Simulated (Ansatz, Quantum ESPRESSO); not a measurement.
# Complex bands of BN, zinc blende type, lattice constant set to 3.63 Å, part 3 of 3

How good a tunnel barrier is BN, zinc blende type, lattice constant set to 3.63 Å?

Quantum ESPRESSO 7.5; plane-wave DFT, PBE, GBRV ultrasoft pseudopotentials; cross-check by Ansatz 0.2.0 with PAW datasets.

So far. Step 2 (Ground state): The run needed 9 iterations to bring the estimated error under 1e-09 Ry.

### 4. Complex band structure, with ewind = 1.0

Level of this step: complex band structure by pwcond; plane-wave DFT, PBE, GBRV ultrasoft pseudopotentials (Quantum ESPRESSO).

How much does a setting matter? One run is repeated with a change.

Contents of cbs.w.in:

```
&inputcond
  outdir = './out'
  prefixl = 'scf'
  band_file = 'cbs.w'
  ikind = 0
  ewind = 1.0
  epsproj = 1e-05
  nz1 = 7
  energy0 = 4.48
  denergy = -0.16
/
4
  0.00000000 0.00000000 1.00000000
  0.50000000 0.00000000 1.00000000
  0.50000000 0.50000000 1.00000000
  0.25000000 0.00000000 1.00000000
41
```

On the command line:

```bash
$ OMP_NUM_THREADS=1 mpirun -n 2 pwcond.x -in cbs.w.in > cbs.w.out
```

Numbers of over 12 decimals in the logs are rounded to 6 here.

Log:

```text
[banner, memory and clock lines left out]
Program PWCOND v.7.5 starts
[citation notice left out]

[...]
./out/scf.save/

     IMPORTANT: XC functional enforced from input :
     Exchange-correlation= PBE
                           (   1   4   3   4   0   0   0)
     Any further DFT definition will be discarded
     Please, verify this is what you really want

     Reading collected, re-writing distributed wavefunctions

===== INPUT FILE containing the left lead =====

     GEOMETRY:

     lattice parameter (alat)  =       4.8505  a.u.
     the volume                =     161.3937 (a.u.)^3
     the cross section         =      23.5278 (a.u.)^2
     l of the unit cell        =       1.4142 (alat)
     number of atoms/cell      =            4
     number of atomic types    =            2

     crystal axes: (cart. coord. in units of alat)
               a(1) = (  1.0000  0.0000  0.0000 )
               a(2) = (  0.0000  1.0000  0.0000 )
               a(3) = (  0.0000  0.0000  1.4142 )

   Cartesian axes

     site n.     atom                  positions (alat units)
          1        B      tau(  1)=(  0.0000  0.0000  1.4142  )
          2        N      tau(  2)=(  0.5000  0.0000  0.3536  )
          3        B      tau(  3)=(  0.5000  0.5000  0.7071  )
          4        N      tau(  4)=(  0.0000  0.5000  1.0607  )

     nr1s                      =           20
     nr2s                      =           20
     nr3s                      =           27
     nr1sx                     =           20
     nr2sx                     =           20
     nr3sx                     =           27
     nr1                       =           24
     nr2                       =           24
     nr3                       =           32
     nr1x                      =           24
     nr2x                      =           24
     nr3x                      =           32

 _______________________________
  Radii of nonlocal spheres:

     type       ibeta     ang. mom.          radius (alat units)
       B          1         0                    0.2579
       B          2         0                    0.2579
       B          3         1                    0.2579
       B          4         1                    0.2579
       N          1         0                    0.2491
       N          2         0                    0.2491
       N          3         1                    0.2491
       N          4         1                    0.2491
----- General information -----

----- Complex band structure calculation -----

     nrx                       =           20
     nry                       =           20
     nz1                       =            7

     energy0               =         4.5E+00
     denergy               =        -1.6E-01
     nenergy               =         41
     ecut2d                =         4.0E+01
     ewind                 =         1.0E+00
     epsproj               =         1.0E-05

     number of k_|| points=    4
                       cryst. coord.
        k(    1) = (   0.0000000   0.0000000), wk =   0.2500000
        k(    2) = (   0.5000000   0.0000000), wk =   0.2500000
        k(    3) = (   0.5000000   0.5000000), wk =   0.2500000
        k(    4) = (   0.2500000   0.0000000), wk =   0.2500000
----- Information about left lead -----

     nocros                   =            8
     noins                    =           24
     norb                     =           40
     norbf                    =           40
     nrz                      =           27

      iorb      type   ibeta   ang. mom.   m       position (alat)
        1        1       1        0        1   taunew(   1)=(  0.0000  0.0000  0.0000)
        2        1       2        0        1   taunew(   2)=(  0.0000  0.0000  0.0000)
[...]
40        1       4        1        3   taunew(  40)=(  0.0000  0.0000  1.4142)
    k slab    z(k)  z(k+1)     crossing(iorb=1,norb)
    1   0.0000 0.0524 0.0524   1111111100000000000000000000000000000000
    2   0.0524 0.1048 0.0524   1111111111111111000000000000000000000000
[...]
27   1.3618 1.4142 0.0524   0000000000000000000000000000000011111111
 ngper, shell number =           69          13
 ngper, n2d =           69          48
---  E-Ef =    4.4800000  k =    0.0000000   0.0000000
---  ie =          1  ik =          1
 Nchannels of the left tip =            1
 Right moving states:
   k1(2pi/a)   k2(2pi/a)   E-Ef (eV)
   0.0401657   0.0000000   4.4800000
 Left moving states:
   k1(2pi/a)   k2(2pi/a)   E-Ef (eV)
  -0.0401657   0.0000000   4.4800000

---  E-Ef =    4.3200000  k =    0.0000000   0.0000000
---  ie =          2  ik =          1
 Nchannels of the left tip =            0
 Right moving states:
   k1(2pi/a)   k2(2pi/a)   E-Ef (eV)
 Left moving states:
   k1(2pi/a)   k2(2pi/a)   E-Ef (eV)
[... further energies and points left out ...]
---  E-Ef =   -1.7600000  k =    0.2500000   0.0000000
---  ie =         40  ik =          4
 Nchannels of the left tip =            3
 Right moving states:
   k1(2pi/a)   k2(2pi/a)   E-Ef (eV)
   0.0895065  -0.0000000  -1.7600000
  -0.3725652  -0.0000000  -1.7600000
  -0.4406329  -0.0000000  -1.7600000
 Left moving states:
   k1(2pi/a)   k2(2pi/a)   E-Ef (eV)
  -0.0895065  -0.0000000  -1.7600000
   0.3725652   0.0000000  -1.7600000
   0.4406329   0.0000000  -1.7600000

---  E-Ef =   -1.9200000  k =    0.2500000   0.0000000
---  ie =         41  ik =          4
 Nchannels of the left tip =            3
 Right moving states:
   k1(2pi/a)   k2(2pi/a)   E-Ef (eV)
   0.0614716  -0.0000000  -1.9200000
  -0.4007851  -0.0000000  -1.9200000
  -0.4613816  -0.0000000  -1.9200000
 Left moving states:
   k1(2pi/a)   k2(2pi/a)   E-Ef (eV)
  -0.0614716  -0.0000000  -1.9200000
   0.4007851   0.0000000  -1.9200000
   0.4613816   0.0000000  -1.9200000

[...]
```

The job ended after 13 s (2 MPI ranks of Arm Neoverse V2, shared host; peak memory 0.09 GiB; 26 s of CPU time).

The changed values were drawn from a wide range, not chosen for quality; the comparison shows what they did here together.

Beside the run it was changed from:

| quantity | this run | unchanged run | difference |
| --- | --- | --- | --- |
| peak of the smallest κ at the zone centre (Å⁻¹) | 0.494 | 0.495 | -0.0010 |
| wall time (s) | 13 | 20 |  |

The physical values in this table move by up to 0.2 %.

### 5. Cross-check with Ansatz

As a check, the same structure is run in Ansatz.

Level of this step: plane-wave DFT, PBE, Ansatz PAW (Ansatz 0.2.0).

Contents of input.yaml:

```yaml
crystal:
  lattice:
    - [2.5667976157, 0.0, 0.0]
    - [0.0, 2.5667976157, 0.0]
    - [0.0, 0.0, 3.63]
  atoms:
    - { symbol: B, position: [0.0, 0.0, 0.0] }
    - { symbol: "N", position: [0.5, 0.0, 0.25] }
    - { symbol: B, position: [0.5, 0.5, 0.5] }
    - { symbol: "N", position: [0.0, 0.5, 0.75] }
kpoints:
  mp_grid: { grid: [8, 8, 6] }
hamiltonian:
  xc: pbe
scf:
  occupations: { method: fixed }
  convergence: { dr2_threshold: 1.0e-09 }
output:
  transmission:
    leads: [[0, 0]]
    kpoints: [[0, 0], [0.5, 0], [0.5, 0.5], [0.25, 0]]
    e_range: [-1.92, 4.48]
    de: 0.16
```

On the command line:

```bash
$ ansatz run input.yaml --threads 2 --pin off --max-ram 4096MiB --backend cpu --events-out ev --progress --plain --runs-dir out
```

Log:

```text
Engine: ansatz 0.2.0, aarch64-unknown-linux-gnu
Pseudopotentials: kind: paw
Pseudopotential: B, paw, valence charge 3, recommended cutoff 420 eV (normal), B.paw.azcp
Pseudopotential: N, paw, valence charge 5, recommended cutoff 420 eV (normal), N.paw.azcp
Functional definition: PBE
  parameter kappa = 0.804
  parameter beta = 0.066725
  exchange = pbe_x(kappa = kappa, mu = beta*pi^2/3)
  correlation = pbe_c(beta = beta)
Crystal: 4 atoms, lattice volume = 23.916 Å³
Basis set: ecut = 420 eV, 481 PW (Γ)
Bands: 12, of which v1, the nominal top of the filled ones, is band 8 counted from 1 (7 counted from 0)
Symmetry: 16 space group operations
Space group: F-43m (ITA 216), of the structure as read, at distance tolerance 2.9e-5 Å
k-points: 60 of 384 (time reversal used)
Non-local potential: B, projectors of the file, l = 0: 2, l = 1: 2, l = 2: 1
Non-local potential: N, projectors of the file, l = 0: 2, l = 1: 2, l = 2: 1
PAW form: soft (Blöchl's): semilocal exchange-correlation on the pseudo side does not see the compensation charge
PAW one-centre angular grid: B, 110 points (default); XC on 64 Gauss nodes
PAW one-centre angular grid: N, 110 points (default); XC on 64 Gauss nodes
Initial density: superposition of atomic densities (neutral atoms: chi_scale 0, normalization atom), corrected by the library's trained network
Initial wavefunctions: pseudopotential atomic-orbital guess
Functional: x = pbe(κ = 0.804, μ = 0.219515), c = pbe(β = 0.066725)
SCF iter   1: F=—  HF=-1084.550693 eV  |F-HF|=—  |Δ(HF+E_count)|=         —  Δρ=1.66e-3  dr2=3.85e-4  ethr=1.77e-3  ⟨swp⟩=4.1  Hψ=3246  notcnv=0  defer=86
preconditioner: auto → none  [insulator: Δε(μ)=4.463 eV  Ē_g=17.681 eV  n_scr=6 (ndim 8)  ℏωp=30.4 eV  f_vac=0.000  ε∞_Penn≈4.0]
SCF iter   2: F=—  HF=-1084.550986 eV  |F-HF|=—  |Δ(HF+E_count)|=   2.93e-4  Δρ=9.03e-4  dr2=5.79e-5  ethr=2.41e-6  ⟨swp⟩=2.0  Hψ=1802  notcnv=0  defer=118
SCF iter   3: F=—  HF=-1084.551054 eV  |F-HF|=—  |Δ(HF+E_count)|=   6.74e-5  Δρ=4.18e-4  dr2=1.26e-5  ethr=3.62e-7  ⟨swp⟩=2.2  Hψ=1138  notcnv=0  defer=53
SCF iter   4: F=—  HF=-1084.551082 eV  |F-HF|=—  |Δ(HF+E_count)|=   2.86e-5  Δρ=1.70e-4  dr2=2.23e-6  ethr=7.88e-8  ⟨swp⟩=2.1  Hψ=1106  notcnv=0  defer=1
SCF iter   5: F=—  HF=-1084.551090 eV  |F-HF|=—  |Δ(HF+E_count)|=   7.87e-6  Δρ=3.84e-5  dr2=1.33e-7  ethr=1.40e-8  ⟨swp⟩=2.9  Hψ=1282  notcnv=0
SCF iter   6: F=—  HF=-1084.551089 eV  |F-HF|=—  |Δ(HF+E_count)|=   1.12e-6  Δρ=4.54e-6  dr2=2.06e-9  ethr=8.34e-10  ⟨swp⟩=2.0  Hψ=1155  notcnv=0
SCF iter   7: F=-1084.551089 eV  HF=-1084.551089 eV  |F-HF|=1.55e-11  |Δ(HF+E_count)|=   4.24e-9  Δρ=2.37e-7  dr2=5.62e-12  ethr=6.25e-12  ⟨swp⟩=2.8  Hψ=2199  notcnv=0
SCF 1 converged in 7 iterations: F = -1084.551089 eV  dr2 = 5.62e-12
  greatest PAW one-centre occupation: 0.786 electrons in one spin orbital (limit 2), on the N atom at site 3 (counted from 0), in its partial waves of l = 0
transmission: 5 of 20 steps passed
transmission: 10 of 20 steps passed
transmission: 15 of 20 steps passed
transmission: 20 of 20 steps passed
SCF converged after 7 iterations
Free energy (F): -1084.551089 eV
Harris-Foulkes:  -1084.551089 eV  (|F-HF|=1.55e-11)
Internal energy: -1084.551089 eV  (E = F + TS)
E sigma→0 (E₀):  -1084.551089 eV
Fermi energy:    10.980879 eV
--- Per-component energies (eV) ---
  E_band       = 50.698990
  E_kinetic    = 369.767401
  E_local      = -353.046556  (includes V_loc(G=0)·N_el)
  E_nonlocal   = 112.962130
  E_hartree    = 98.863297
  E_xc         = -186.531089
  E_vxc        = -231.985162  (∫ρ·V_xc dr)
  E_paw        = -412.759031  (= ΣΔE_a)
  E_vpaw       = -44.725596  (= ΣTr[D̂ρ^β])
  E_aug_tail   = 0.000202  (compensation charges beyond the density's cutoff)
  E_ewald      = -713.807443
  E_smearing   = -0.000000  (= −TS)
  E_closure    = 0.000000  (closes the sum)
  Σ components = -1084.551089   (vs F -1084.551089, Δ=0.00e0)
--- Band table (eV; the first three rows and the last of 60) ---
  k-point 0: bands = [... 4 lower, 6.1377, 10.9809, 10.9809, 10.9809, 15.4388, 19.7521, 19.7521, 19.7522]
  k-point 1: bands = [... 4 lower, 6.3573, 10.3874, 10.4419, 10.4419, 15.7749, 19.4024, 20.4093, 20.4762]
  k-point 2: bands = [... 4 lower, 7.0000, 8.9164, 9.2573, 9.2573, 16.6582, 18.6862, 21.2139, 22.2012]
  k-point 59: bands = [... 4 lower, 4.1106, 4.1106, 4.5653, 4.5653, 20.5331, 20.5331, 24.1273, 24.1273]
--- Transmission ---
  basis      : 61 plane waves across, 5 finite elements along
  points     : 4, as listed
  energies   : 41 from -1.920000 to 4.480000 eV about the Fermi level, 0.160000 eV apart; the leads are filled to 2.228976 eV, and channels, transmission and decay are at 2.240000 eV
  crystal 0  : N2B2, at the sites [0, 0], period 3.6300 Å: whole cells are its period
    offset         : up to 0.0000 Å between an atom of the period and one for which it stands
    channels       : 0.000000e0 a spin
    conductance    : none, the energies end too early or step too widely for 300 K: set another output.transmission.e_range or a lower de, or, where they end at an eighth of basis.ecutwfc, a higher one
    slowest decay  : 0.3797 /Å at (0.5000, 0.5000)
```

It took 2.6 s on 2 threads; peak memory 0.27 GiB.

Numbers from this step:

| Property | Result |
| --- | --- |
| free energy | -1084.5511 eV |
| gap by band count | 4.458 eV |
| symmetry operations | 16 |
| slowest decay at the grid energy nearest mid-gap | 0.3797 Å⁻¹ |
| peak of the smallest κ at the zone centre | 0.4955 Å⁻¹ |
| valence top, on the run's zero | 10.98 eV |

K across = (0, 0) in the cell's reciprocal vectors; values within 0.0025 1/Å of each other count once, columns are sorted by size at each energy, a dash where no further value was kept. Im kz of the slowest decaying states against energy, zero at the highest filled level of the SCF mesh:

| energy (eV) | decay 1 (Å⁻¹) | decay 2 (Å⁻¹) | decay 3 (Å⁻¹) |
| --- | --- | --- | --- |
| -1.92 | 1.16 | - | - |
| -1.60 | 1.12 | - | - |
| -1.28 | 1.09 | - | - |
| -0.96 | 1.06 | - | - |
| -0.64 | 1.03 | - | - |
| -0.32 | 0.995 | - | - |
| -0.16 | 0.979 | - | - |
| 0.00 | 0.00535 | 0.962 | - |
| 0.16 | 0.144 | 0.147 | 0.944 |
| 0.48 | 0.245 | 0.248 | 0.909 |
| 0.80 | 0.310 | 0.873 | - |
| 1.12 | 0.357 | 0.360 | 0.836 |
| 1.44 | 0.393 | 0.401 | 0.797 |
| 1.76 | 0.422 | 0.434 | 0.756 |
| 2.08 | 0.445 | 0.463 | 0.712 |
| 2.40 | 0.463 | 0.487 | 0.666 |
| 2.72 | 0.477 | 0.507 | 0.615 |
| 2.88 | 0.483 | 0.516 | 0.588 |
| 3.20 | 0.492 | 0.529 | 0.532 |
| 3.52 | 0.460 | 0.498 | 0.545 |
| 3.84 | 0.377 | 0.502 | 0.555 |
| 4.16 | 0.264 | 0.502 | 0.563 |
| 4.48 | 0.501 | 0.570 | - |

K across = (0, 0) in the cell's reciprocal vectors. Re kz of states that move upwards against energy, zero at the highest filled level of the SCF mesh:

```csv
energy (eV),channel 1 (Å⁻¹),channel 2 (Å⁻¹),channel 3 (Å⁻¹)
-1.92,-0.621,-0.621,-0.553
-1.60,-0.549,-0.549,-0.497
-1.28,-0.476,-0.476,-0.438
-0.96,-0.400,-0.400,-0.373
-0.64,-0.317,-0.317,-0.300
-0.32,-0.218,-0.218,-0.209
-0.16,-0.152,-0.152,-0.146
0.00,-,-,-
0.16,-,-,-
0.48,-,-,-
0.80,-,-,-
1.12,-,-,-
1.44,-,-,-
1.76,-,-,-
2.08,-,-,-
2.40,-,-,-
2.72,-,-,-
2.88,-,-,-
3.20,-,-,-
3.52,-,-,-
3.84,-,-,-
4.16,-,-,-
4.48,0.0737,-,-
```

K across = (1/2, 0) in the cell's reciprocal vectors; values within 0.0025 1/Å of each other count once, columns are sorted by size at each energy, a dash where no further value was kept. Im kz of the slowest decaying states against energy, zero at the highest filled level of the SCF mesh:

| energy (eV) | decay 1 (Å⁻¹) | decay 2 (Å⁻¹) | decay 3 (Å⁻¹) |
| --- | --- | --- | --- |
| -1.92 | - | - | - |
| -1.60 | 0.188 | 0.623 | - |
| -1.28 | 0.262 | 0.769 | - |
| -0.96 | 0.316 | 0.851 | - |
| -0.64 | 0.360 | 0.906 | - |
| -0.32 | 0.396 | 0.944 | - |
| -0.16 | 0.412 | 0.958 | - |
| 0.00 | 0.427 | 0.971 | - |
| 0.16 | 0.441 | 0.982 | - |
| 0.48 | 0.467 | 0.999 | - |
| 0.80 | 0.489 | 1.01 | - |
| 1.12 | 0.509 | 1.02 | - |
| 1.44 | 0.527 | 1.02 | - |
| 1.76 | 0.542 | 1.02 | - |
| 2.08 | 0.556 | 1.02 | - |
| 2.40 | 0.568 | 1.02 | - |
| 2.72 | 0.578 | 1.02 | - |
| 2.88 | 0.582 | 1.01 | - |
| 3.20 | 0.590 | 1.01 | - |
| 3.52 | 0.596 | 0.998 | 1.48 |
| 3.84 | 0.601 | 0.988 | 1.44 |
| 4.16 | 0.604 | 0.976 | 1.40 |
| 4.48 | 0.605 | 0.963 | 1.35 |

K across = (1/2, 1/2) in the cell's reciprocal vectors; values within 0.0025 1/Å of each other count once, columns are sorted by size at each energy, a dash where no further value was kept. Im kz of the slowest decaying states against energy, zero at the highest filled level of the SCF mesh:

```csv
energy (eV),decay 1 (Å⁻¹),decay 2 (Å⁻¹)
-1.92,0.470,0.606
-1.60,0.476,0.622
-1.28,0.479,0.636
-0.96,0.481,0.648
-0.64,0.480,0.657
-0.32,0.477,0.664
-0.16,0.474,0.667
0.00,0.472,0.670
0.16,0.468,0.672
0.48,0.461,0.675
0.80,0.451,0.677
1.12,0.439,0.677
1.44,0.425,0.676
1.76,0.409,0.674
2.08,0.390,0.670
2.40,0.369,0.666
2.72,0.344,0.660
2.88,0.330,0.656
3.20,0.299,0.648
3.52,0.262,0.639
3.84,0.215,0.629
4.16,0.151,0.618
4.48,0.605,-
```

K across = (1/4, 0) in the cell's reciprocal vectors; values within 0.0025 1/Å of each other count once, columns are sorted by size at each energy, a dash where no further value was kept. Im kz of the slowest decaying states against energy, zero at the highest filled level of the SCF mesh:

```csv
energy (eV),decay 1 (Å⁻¹),decay 2 (Å⁻¹),decay 3 (Å⁻¹)
-1.92,-,-,-
-1.76,-,-,-
-1.60,-,-,-
-1.44,-,-,-
-1.28,-,-,-
-1.12,1.50,-,-
-0.96,0.134,1.48,-
-0.64,0.236,1.44,-
-0.48,0.271,1.43,-
-0.32,0.167,0.301,1.41
-0.16,0.255,0.327,1.39
0.00,0.316,0.351,1.38
0.16,0.365,0.372,1.36
0.32,0.391,0.406,1.34
0.48,0.409,0.442,1.32
0.64,0.425,0.473,1.30
0.80,0.440,0.501,1.28
0.96,0.454,0.527,1.27
1.12,0.466,0.549,1.25
1.44,0.489,0.589,1.21
1.60,0.499,0.607,1.19
1.76,0.509,0.623,1.17
1.92,0.518,0.638,1.15
2.08,0.526,0.652,1.13
2.24,0.533,0.665,1.11
2.40,0.540,0.677,1.09
2.56,0.546,0.687,1.07
2.72,0.552,0.698,1.05
2.88,0.557,0.707,1.03
3.04,0.562,0.715,1.01
3.20,0.566,0.723,0.988
3.52,0.573,0.737,0.944
3.68,0.575,0.742,0.921
3.84,0.577,0.747,0.898
4.00,0.579,0.752,0.874
4.16,0.580,0.756,0.850
4.32,0.581,0.759,0.825
4.48,0.581,0.762,0.799
```

### 6. The arithmetic

T falls as exp(−2κd). With κ = 0.381 1/Å, 10 Å of barrier pass exp(−2 × 0.381 × 10) = 4.9e-4 of that channel, interfaces aside.

### 7. Outcome

- gap on the SCF mesh: 4.46 eV
- smallest κ at mid-gap among the four k points, at (1/2, 1/2): 0.381 Å⁻¹
- peak of the smallest κ in the stop band at the zone centre: 0.495 Å⁻¹
- energy of the peak at the zone centre, over the highest filled level: 3.36 eV
- peak at the zone centre by Ansatz: 0.495 Å⁻¹

What this shows: With a gap of 4.46 eV on the mesh, the smallest κ at mid-gap among the four k points, at (1/2, 1/2) is 0.381 Å⁻¹ (PBE, GBRV ultrasoft). For a barrier with the Fermi level at mid-gap the slowest state found, at (1/2, 1/2), loses a factor of ten in probability every 3.0 Å or so. Stop bands away from the zone centre are mostly wider than the gap, so their peaks can lie above the conduction bottom. The X valleys along [100] and [010] project onto (1/2, 1/2) in this cell. At the zone centre pwcond's peak is 0.495 and Ansatz's 0.495 1/Å, 0 % apart. The cell is the a/√2 one, turned by 45°, with two primitive cells, so X along [001] folds onto kz = 0. A semilocal gap is too small, often by a third to a half and by more in narrow-gap crystals, so real barriers decay faster.

[Logs are printed without paths, hosts, clocks, repeated set-up lines and the standing remarks that a program may print on its own settings, such as how far it seeks lower states.]

[Hosts, paths, dates, database ids (printed as entryN), source tags and the programs' standing remarks are cut or masked in the printed files.]

[Maps of the electrostatic potential energy from Ansatz leave out the sawtooth potential of an applied field or a dipole correction, so their vacuum need not be flat; planar profiles and work functions include it.]
